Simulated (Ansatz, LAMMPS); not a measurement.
# Glassy 77SiO2-6B2O3-8CaO-8MgO (mol %) (142 atoms): support functions against a reference, part 2 of 3

Aim: test how closely localised support functions follow the reference on glassy 77SiO2-6B2O3-8CaO-8MgO (mol %) (142 atoms), and at what cost. A setting counts as converged where the r.m.s. difference of forces stays under 1 % of the r.m.s. force.

Ansatz 0.2.0; Kohn-Sham DFT, PBE, PAW (set soft_2), plane waves.

The cell: 37 Si, 6 B, 4 Ca, 4 Mg and 91 O. The quench rate of 30 K/ps far exceeds what a furnace or splat quench reaches. The network of bonds at the start is that of the classical potential that made the cell. The Brillouin zone is sampled at Γ only, in a cell whose shortest periodic width is 12 Å.

So far. Step 4 (Support functions medium): Forces differ from the reference by 0.87 meV/Å r.m.s., 0.078 % of their size, well within a tolerance of 1 %; the energy by -5.0 meV/atom. It took roughly 3.8 times the reference's time (one timing each, with unlike analyses asked), in 14 cycles against 10.

### 5. Support functions low

With localised support functions most steps grow linearly with size, though the diagonalisation grows faster unless the density matrix is cut; this run measures error and cost at this size.

This step: Kohn-Sham DFT, PBE, PAW (set soft_2), localised support functions (low) (Ansatz 0.2.0).

input.yaml reads:

```yaml
crystal:
  lattice:
    - [12.35152, 0.0, 0.0]
    - [0.0, 12.35152, 0.0]
    - [0.0, 0.0, 12.35152]
  atoms:
    [... the 142 atom lines of step 3 ...]
kpoints:
  mp_grid: { grid: [1, 1, 1] }
hamiltonian:
  xc: pbe
scf:
  occupations: { method: fixed }
  eigensolver: { kind: { support_functions: { accuracy: low } } }
  max_iter: 150
output:
  forces: true
  eigenvalues: true
```

On the command line:

```
$ ansatz run input.yaml --threads 4 --pin off --max-ram 8192MiB --backend cpu --events-out ev --progress --plain --runs-dir out
```

Output:

```text
[...]
Crystal: 142 atoms, lattice volume = 1884.348 Å³
Basis set: ecut = 420 eV, 36785 PW (Γ), exchange–correlation on 180×180×180 points (8 copies of the dense FFT grid, shifted against one another)
Bands: 476, of which v1, the nominal top of the filled ones, is band 396 counted from 1 (395 counted from 0)
Symmetry: 1 space group operations
k-points: 1
[...]
SCF iter   1: F=—  HF=-91189.482504 eV  |F-HF|=—  |Δ(HF+E_count)|=         —  Δρ=1.10e-1  dr2=2.37e2  ethr=1.00e-1
[...]
SCF iter  12: F=—  HF=-91205.203902 eV  |F-HF|=—  |Δ(HF+E_count)|=   3.28e-3  Δρ=5.30e-5  dr2=5.26e-5  ethr=1.25e-8  κ⁻¹=2.3e-5(r=7)
SCF iter  13: F=-91205.206491 eV  HF=-91205.206490 eV  |F-HF|=5.73e-7  |Δ(HF+E_count)|=   2.59e-3  Δρ=1.41e-5  dr2=8.13e-6  ethr=6.65e-9
SCF 1 converged in 13 iterations: F = -91205.238408 eV  dr2 = 8.13e-6
[...]
SCF converged after 13 iterations
[...]
Free energy (F): -91205.238408 eV
[...]
Internal energy: -91205.238408 eV  (E = F + TS)
E sigma→0 (E₀):  -91205.238408 eV
Fermi energy:    4.418696 eV
[...]
Σ components = -91205.238408   (vs F -91205.238408, Δ=0.00e0)
--- Forces (eV/Å), atoms counted from 1 ---
  atom   1  Si    -2.56055559     0.23802238     1.09541790
  atom   2  Si    -3.02800617     1.81856346     0.40084103
  atom   3  Si     1.28405048    -2.51259643    -2.19513529
  atom   4  Si    -0.20074395     0.62147551    -1.55301281
[...]
atom 142  O     -1.86566075     1.89532772    -1.67598225
  max |Σ_I F_I| component: 4.31e-3 eV/Å
--- Band table (eV) ---
[...]
```

The job ended after 2.9 min (4 threads of Arm Neoverse V2, shared host; peak memory 5.3 GiB; 12 min of CPU time).

Keys that differ from the reference: support_functions.accuracy = "low" and scf.max_iter = 150.

Forces differ from the reference by 0.92 meV/Å r.m.s., 0.082 % of their size, well within a tolerance of 1 %; the energy by -5.0 meV/atom. It took roughly 3.5 times the reference's time (one timing each, with unlike analyses asked), in 13 cycles against 10.

### 6. Support functions medium, radius 3.53 Å

The radius confines each support function; a larger one gives more freedom and more work per atom. Besides, the program derives a nominal cutoff of 464 eV for this run, against the reference's 420.

This step: Kohn-Sham DFT, PBE, PAW (set soft_2), localised support functions (medium) (Ansatz 0.2.0).

input.yaml, the sections that differ from step 5:

```yaml
scf:
  occupations: { method: fixed }
  eigensolver: { kind: { support_functions: { accuracy: medium, radius: 3.53 } } }
  max_iter: 150
# crystal, kpoints, hamiltonian, output: as in step 5
```

Output:

```text
[...]
Crystal: 142 atoms, lattice volume = 1884.348 Å³
Basis set: ecut = 464 eV, 42931 PW (Γ), exchange–correlation on 180×180×180 points (8 copies of the dense FFT grid, shifted against one another)
Bands: 476, of which v1, the nominal top of the filled ones, is band 396 counted from 1 (395 counted from 0)
Symmetry: 1 space group operations
k-points: 1
[...]
SCF iter   1: F=—  HF=-91188.484244 eV  |F-HF|=—  |Δ(HF+E_count)|=         —  Δρ=1.10e-1  dr2=2.37e2  ethr=1.00e-1
[...]
SCF iter  13: F=—  HF=-91205.197168 eV  |F-HF|=—  |Δ(HF+E_count)|=   3.29e-3  Δρ=1.41e-5  dr2=8.28e-6  ethr=6.72e-9  κ⁻¹=3.0e-5(r=7)
SCF iter  14: F=-91205.199891 eV  HF=-91205.199892 eV  |F-HF|=1.06e-6  |Δ(HF+E_count)|=   2.72e-3  Δρ=9.19e-6  dr2=2.20e-6  ethr=1.05e-9
SCF 1 converged in 14 iterations: F = -91205.238425 eV  dr2 = 2.20e-6
[...]
SCF converged after 14 iterations
[...]
Free energy (F): -91205.238425 eV
[...]
Internal energy: -91205.238425 eV  (E = F + TS)
E sigma→0 (E₀):  -91205.238425 eV
Fermi energy:    4.419190 eV
[...]
Σ components = -91205.238425   (vs F -91205.238425, Δ=0.00e0)
--- Forces (eV/Å), atoms counted from 1 ---
  atom   1  Si    -2.56065172     0.23823048     1.09539560
  atom   2  Si    -3.02801206     1.81848175     0.40058649
  atom   3  Si     1.28369853    -2.51218847    -2.19509429
  atom   4  Si    -0.20154694     0.62104468    -1.55357179
[...]
atom 142  O     -1.86578168     1.89526974    -1.67603438
  max |Σ_I F_I| component: 6.07e-3 eV/Å
--- Band table (eV) ---
[...]
```

It took 3 min on 4 threads; peak memory 5.2 GiB.

Keys that differ from the reference: support_functions.accuracy = "medium", support_functions.radius = 3.53 and scf.max_iter = 150.

Forces differ from the reference by 0.90 meV/Å r.m.s., 0.081 % of their size, well within a tolerance of 1 %; the energy by -5.0 meV/atom. It took roughly 3.7 times the reference's time (one timing each, with unlike analyses asked), in 14 cycles against 10.

### 7. A run with a doubtful setting

A doubtful change is made on purpose, to see how the program answers.

This step: Kohn-Sham DFT, gga, PAW (set soft_2), plane waves (Ansatz 0.2.0).

input.yaml, the sections that differ from step 6:

```yaml
hamiltonian:
  xc: gga
scf:
  occupations: { method: fixed }
  max_iter: 50
output:
  forces: true
# crystal, kpoints: as in step 6
```

Output:

```text
Error: YAML parse error: error: line 152 column 7: hamiltonian.xc: unknown variant `gga`, expected one of `lda`, `lda-pw`, `pw92`, `pbe`, `pbesol`, `rpbe`, `revpbe`, `blyp`, `pbe0`, `revpbe0`, `b3lyp`, `b3lyp5`, `hse06`, `wpbeh`, `hiss`, `lc_wpbe`, `cam_b3lyp`, `hf`, `r2scan`, `r2scanh`, `r2scan0`, `r2scan50`, `mr2scan`
   --> <input>:152:7
    |
150 |   mp_grid: { grid: [1, 1, 1] }
151 | hamiltonian:
152 |   xc: gga
    |       ^ hamiltonian.xc: unknown variant `gga`, expected one of `lda`, `lda-pw`, `pw92`, `pbe`, `pbesol`, `rpbe`, `revpbe`, `blyp`, `pbe0`, `revpbe0`, `b3lyp`, `b3lyp5`, `hse06`, `wpbeh`, `hiss`, `lc_wpbe`, `cam_b3lyp`, `hf`, `r2scan`, `r2scanh`, `r2scan0`, `r2scan50`, `mr2scan`
153 | scf:
154 |   occupations: { method: fixed }
    |
```

The job ended after 0.01 s (4 threads; peak memory 0.024 GiB).

The program refused the input before any cycle.

The program's message: “Error: YAML parse error: error: line 152 column 7: hamiltonian.xc: unknown variant `gga`, expected one of `lda`, `lda-pw`, `pw92`, `pbe`, `pbesol`, `rpbe`, `revpbe`, `blyp`, `pbe0`, `revpbe0`, `b3lyp` …”

The fault in the input: an unknown functional (hamiltonian.xc = "gga"). The fix is to type the functional by a name that the program lists.

### 8. Other settings

Changed here: scf.occupations.method = "methfessel_paxton" and scf.occupations.width = 0.15.

This step: Kohn-Sham DFT, PBE, PAW (set soft_2), plane waves (Ansatz 0.2.0).

input.yaml reads:

```yaml
crystal:
  lattice:
    - [12.35152, 0.0, 0.0]
    - [0.0, 12.35152, 0.0]
    - [0.0, 0.0, 12.35152]
  atoms:
    [... the 142 atom lines of step 3 ...]
kpoints:
  mp_grid: { grid: [1, 1, 1], shift: [0.0, 0.0, 0.0] }
hamiltonian:
  xc: pbe
scf:
  occupations: { method: methfessel_paxton, width: 0.15 }
output:
  forces: true
  stress: true
  populations: true
  dos:
    method: { smearing: { sigma: 0.15 } }
    de: 0.1
    projected: { site_lists: { B: [B], Ca: [Ca], Mg: [Mg], O: [O], Si: [Si] } }
  eigenvalues: true
```

Output:

```text
[...]
Crystal: 142 atoms, lattice volume = 1884.348 Å³
Basis set: ecut = 420 eV, 36785 PW (Γ), exchange–correlation on 180×180×180 points (8 copies of the dense FFT grid, shifted against one another)
Bands: 538, of which v1, the nominal top of the filled ones, is band 396 counted from 1 (395 counted from 0)
Symmetry: 1 space group operations
[...]
k-points: 1
[...]
SCF iter   1: F=—  HF=-91204.540396 eV  |F-HF|=—  |Δ(HF+E_count)|=         —  Δρ=2.47e-3  dr2=1.85e-1  ethr=1.77e-3  ⟨swp⟩=7.0  Hψ=2831  notcnv=0  defer=67
[...]
SCF iter   9: F=—  HF=-91204.532956 eV  |F-HF|=—  |Δ(HF+E_count)|=   8.74e-8  S|Δr|=    0.00e0  Δρ=2.53e-6  dr2=1.38e-7  ethr=2.17e-10  ⟨swp⟩=2.0  Hψ=692  notcnv=0  defer=68
SCF iter  10: F=-91204.532956 eV  HF=-91204.532956 eV  |F-HF|=2.13e-8  |Δ(HF+E_count)|=   3.99e-8  S|Δr|=    0.00e0  Δρ=1.61e-6  dr2=4.25e-8  ethr=1.26e-11  ⟨swp⟩=17.0  Hψ=3478  notcnv=0
SCF 1 converged in 10 iterations: F = -91204.532956 eV  dr2 = 4.25e-8
[...]
SCF converged after 10 iterations
[...]
Free energy (F): -91204.532956 eV
[...]
Internal energy: -91204.532956 eV  (E = F + TS)
E sigma→0 (E₀):  -91204.532956 eV
Fermi energy:    5.653967 eV
Step filling:    the computed levels leave a gap of 2.4718 eV = 16.5 smearing widths at the electron count; against every level under it full and every level over it empty, smearing changes F+E_penalty+E_count by +2.74e-28 meV and its σ→0 estimate by -9.10e-27 meV
[...]
Σ components = -91204.532956   (vs F -91204.532956, Δ=0.00e0)
--- Forces (eV/Å), atoms counted from 1 ---
  atom   1  Si    -2.56055452     0.23816818     1.09637688
  atom   2  Si    -3.02714987     1.81894211     0.40073794
  atom   3  Si     1.28418631    -2.51194754    -2.19606993
  atom   4  Si    -0.20095280     0.62096893    -1.55288722
[...]
atom 142  O     -1.86524475     1.89492672    -1.67564425
  max |Σ_I F_I| component: 6.03e-5 eV/Å
--- Stress (GPa, compression-positive) ---
        1.975925      -0.239404       0.811856
       -0.239401       0.625990       0.987955
        0.811860       0.987956       0.459750
  P = ⅓ Tr σ = 1.0206 GPa (10.206 kbar)
--- Band table (eV) ---
[...]
--- Löwdin populations: 142 sites ---
  site symbol       q [e]
     0     Si      2.3238
     1     Si      2.2168
     2     Si      2.3047
[...]
141      O      6.6299
  spilling = 0.012757 (of n_electrons = 792.000000)
```

Wall time 50 s (4 threads); peak memory 2.9 GiB; 3.2 min of CPU time.

Forces differ from the reference by 0.003 meV/Å r.m.s., 3.0e-4 % of their size.

### 9. All settings compared

Differences are against the plane-wave reference (Kohn-Sham DFT, PBE, PAW (set soft_2), plane waves), whose r.m.s. force component is 1.12 eV/Å. Energies are set beside the reference only for runs with its functional, potentials and electron count. Times are for 4 threads of Arm Neoverse V2, shared host. The reference's time includes the DOS, ELF, the stress and grids, which some other runs skip.

```csv
run,"Δ force, r.m.s. (meV/Å)",share of r.m.s. force (%),Δ energy (meV/atom),Δ pressure (GPa),Δ gap (eV),cycles,time,host memory (GiB)
reference,-,-,-,-,-,10,50 s,2.9
support functions medium,0.868,0.0778,-4.97,-,-8.0e-4,14,3.1 min,5.4
support functions low,0.918,0.0823,-4.97,-,-0.001,13,2.9 min,5.3
"support functions medium, radius 3.53 Å",0.904,0.0811,-4.97,-,-0.0011,14,3 min,5.2
scf.occupations.method = "methfessel_paxton" and scf.occupations.width = 0.15,0.003,3.0e-4,0,0,0,10,50 s,2.9
```

### 10. The reference in detail

With the settings judged, the reference run is read for its physics.

Neighbours are counted within 2.08 Å (O-Si), 1.83 Å (O-B), 3.22 Å (O-Ca), 2.42 Å (O-Mg).

Length of the force by element and coordination:

```
element  coordination  atoms  mean length of the force (eV/Å)  spread  least  most
      B           all      6                             2.19   0.703   1.28  3.50
      B             3      3                             2.48   0.740   1.79  3.50
      B             4      3                             1.89   0.519   1.28  2.55
     Ca           all      4                             1.52   0.229   1.21  1.85
     Ca             5      1                             1.54       0   1.54  1.54
     Ca             6      1                             1.85       0   1.85  1.85
     Ca             7      2                             1.34   0.129   1.21  1.47
     Mg           all      4                             1.57   0.386   1.15  2.02
     Mg             3      1                             2.02       0   2.02  2.02
     Mg             4      2                             1.52   0.370   1.15  1.89
     Mg             5      1                             1.23       0   1.23  1.23
      O           all     91                             1.42   0.722  0.227  3.33
      O             2     63                             1.32   0.716  0.227  3.33
      O             3     28                             1.67   0.678  0.444  3.14
     Si           all     37                             2.40   0.944  0.267  4.37
```

Löwdin charges by element and coordination (they lack the spilled electrons, 0.071 e an atom on average):

```
element  coordination  atoms  mean charge (e)  spread  least    most
      B           all      6            0.604  0.0401  0.552   0.675
      B             3      3            0.639   0.026  0.616   0.675
      B             4      3             0.57  0.0131  0.552   0.583
     Ca           all      4             1.80  0.0119   1.79    1.82
     Ca             5      1             1.82       0   1.82    1.82
     Ca             6      1             1.79       0   1.79    1.79
     Ca             7      2             1.80   0.001   1.79    1.80
     Mg           all      4             1.64  0.0122   1.62    1.65
     Mg             3      1             1.62       0   1.62    1.62
     Mg             4      2             1.65  0.0011   1.65    1.65
     Mg             5      1             1.64       0   1.64    1.64
      O           all     91           -0.790   0.105  -1.03  -0.569
      O             2     63           -0.788   0.111  -1.03  -0.569
      O             3     28           -0.796  0.0906  -1.03  -0.630
     Si           all     37             1.75  0.0423   1.63    1.79
```

States in the cell by windows of 1 eV, zero at the Fermi level; the larger projections on atomic orbitals stand beside the total:

```csv
from (eV),to (eV),total,O p,Si p
-14,-12,0.0,0.0,0.0
-12,-11,6.4,4.2,0.2
-11,-10,20.5,13.8,1.0
-10,-9,23.7,16.4,1.8
-9,-8,30.6,22.3,3.9
-8,-7,54.5,41.4,9.3
-7,-6,34.6,26.9,4.3
-6,-5,53.9,45.0,4.2
-5,-4,85.5,75.9,4.0
-4,-3,96.0,89.0,2.9
-3,-2,84.3,80.0,1.6
-2,-1,33.4,31.7,0.7
-1,0,21.7,20.4,0.5
0,1,1.0,1.0,0.0
1,2,0.0,0.0,0.0
2,3,4.4,0.3,0.2
3,4,13.0,0.5,0.8
4,5,28.9,1.6,3.4
```

With fixed occupations the program's Fermi level is the highest filled level; weight inside the gap is the broadening of levels at its edges.

Between -26 and -14 eV lie 206 more states.

The levels nearest the highest filled one (over half full), pooled over k-points and spins:

```
level less the highest filled one (eV)  occupation
                                -0.585           2
                                -0.527           2
                                -0.436           2
                                -0.319           2
                                -0.283           2
                                     0           2
                                  2.47           0
                                  2.78           0
                                  3.09           0
                                  3.25           0
                                  3.38           0
                                  3.47           0
```

Electrostatic potential energy in the ab plane at fractional z = 0.220, with atoms of Si and B and Ca and O within 0.2 Å of it. With pseudopotentials it is smooth inside the atoms' cores, unlike the true potential.

Values in eV, 13 rows by 16 columns, each cell a mean:
```
  7  10   6 -20 -18 -22 -22 -11 -16 -12   7   6   5   6  -1  -4
  9  11  -5 -18  -6   2   0 -15 -19   4   9   8   8   8   9   8
 10  11   0   0  10  10   9  -4 -31   4  10  10   9  10  10  10
  9  10  10  10  11  11   9   4  -1   9  11  10   9   8   8   9
  9   9   3   7  11  11   9   6   7  10  10   9   5 -15 -14   5
  8   5 -32 -13  10  11  11  10   2   6   5   6   0 -32 -31   2
  9   6  -3   1   8  10  11  11   9   4   1   7   7  -1 -28  -2
  9   5 -13   2   8   9   9  10  10   4 -19   3   8   5 -13   2
  9   1 -29  -2   6   6   7   9  10   8  -4  -5  -2 -10   0   5
 10  10   7   0 -22 -14   4   8   9   7  -3 -11 -14 -29   3   9
 10  10   8  -5 -35 -26   3   6  -5 -12 -35  -3   5   7   9  10
 10  11   8   4   1   2   7   4 -30 -22  -1   4   2   5   7   8
  8  11  -1  -7   6   7   8   6  -8 -28   3   3   1   4 -16 -23
```
Columns run along a (12.4 Å; values clipped at the 3rd and 97th percentile), rows up along b (12.4 Å). Atoms in or near the plane, at fractional coordinates: Si at (0.87, 0.59), B at (0.55, 0.12), Ca at (0.29, 0.21), O at (0.65, 0.18), O at (0.16, 0.57), O at (0.83, 0.28), O at (0.58, 0.01), O at (0.15, 0.36).

Valence density in the ab plane at fractional z = 0.220, with atoms of Si and B and Ca and O within 0.2 Å of it. It is the smooth field of the valence electrons, not physical close to the nuclei.

Ten steps, logarithmic in the rise over the least value, from '0' (0.0 e/Å³) to '9' (6.1 e/Å³), each cell a mean:
```
31112344434689753467875210000136776
11012344335799854345442100000012333
10124676544566543443210000000001121
10125898632222235676420000000001111
00124676421001136898520000000001111
00012333211111135897520000000000000
00000111001121123554210000000111110
00001111001222112222100011112233221
10123554211111112343211123433334332
00147997410000013565421245554322321
00247998420000013555422234444334431
10135665310000001233222222223467753
10123333210000000011234432112479974
11135554210000000001357753112468863
11358986310000000001368864212344432
11369996310000000001246654345553221
11236764222210000000123333579975211
00012222467641000000134443579985210
00000013799973111112468864346653100
00000013689863122344589974222210000
00001223356531123454567753110000000
10013565422100123445544322111012332
31124787532111112357764211111136786
42113576533344322368996311111247997
```
Columns run along a (12.4 Å), rows up along b (12.4 Å). Atoms in or near the plane, at fractional coordinates: Si at (0.87, 0.59), B at (0.55, 0.12), Ca at (0.29, 0.21), O at (0.65, 0.18), O at (0.16, 0.57), O at (0.83, 0.28), O at (0.58, 0.01), O at (0.15, 0.36).

Mean Löwdin charges: B +0.60, Ca +1.80, Mg +1.64, O -0.79, Si +1.75 e (they miss 1.3 % of the electrons, so they add up to more than the cell's charge).

(Part 2 of 3 ends here.)

[Long decimals in the printed logs are rounded to 6 places.]

[Logs are printed without paths, hosts, clocks, repeated set-up lines and the standing remarks that a program may print on its own settings, such as how far it seeks lower states.]

[Hosts, paths, dates, database ids (printed as entryN), source tags and the programs' standing remarks are cut or masked in the printed files.]
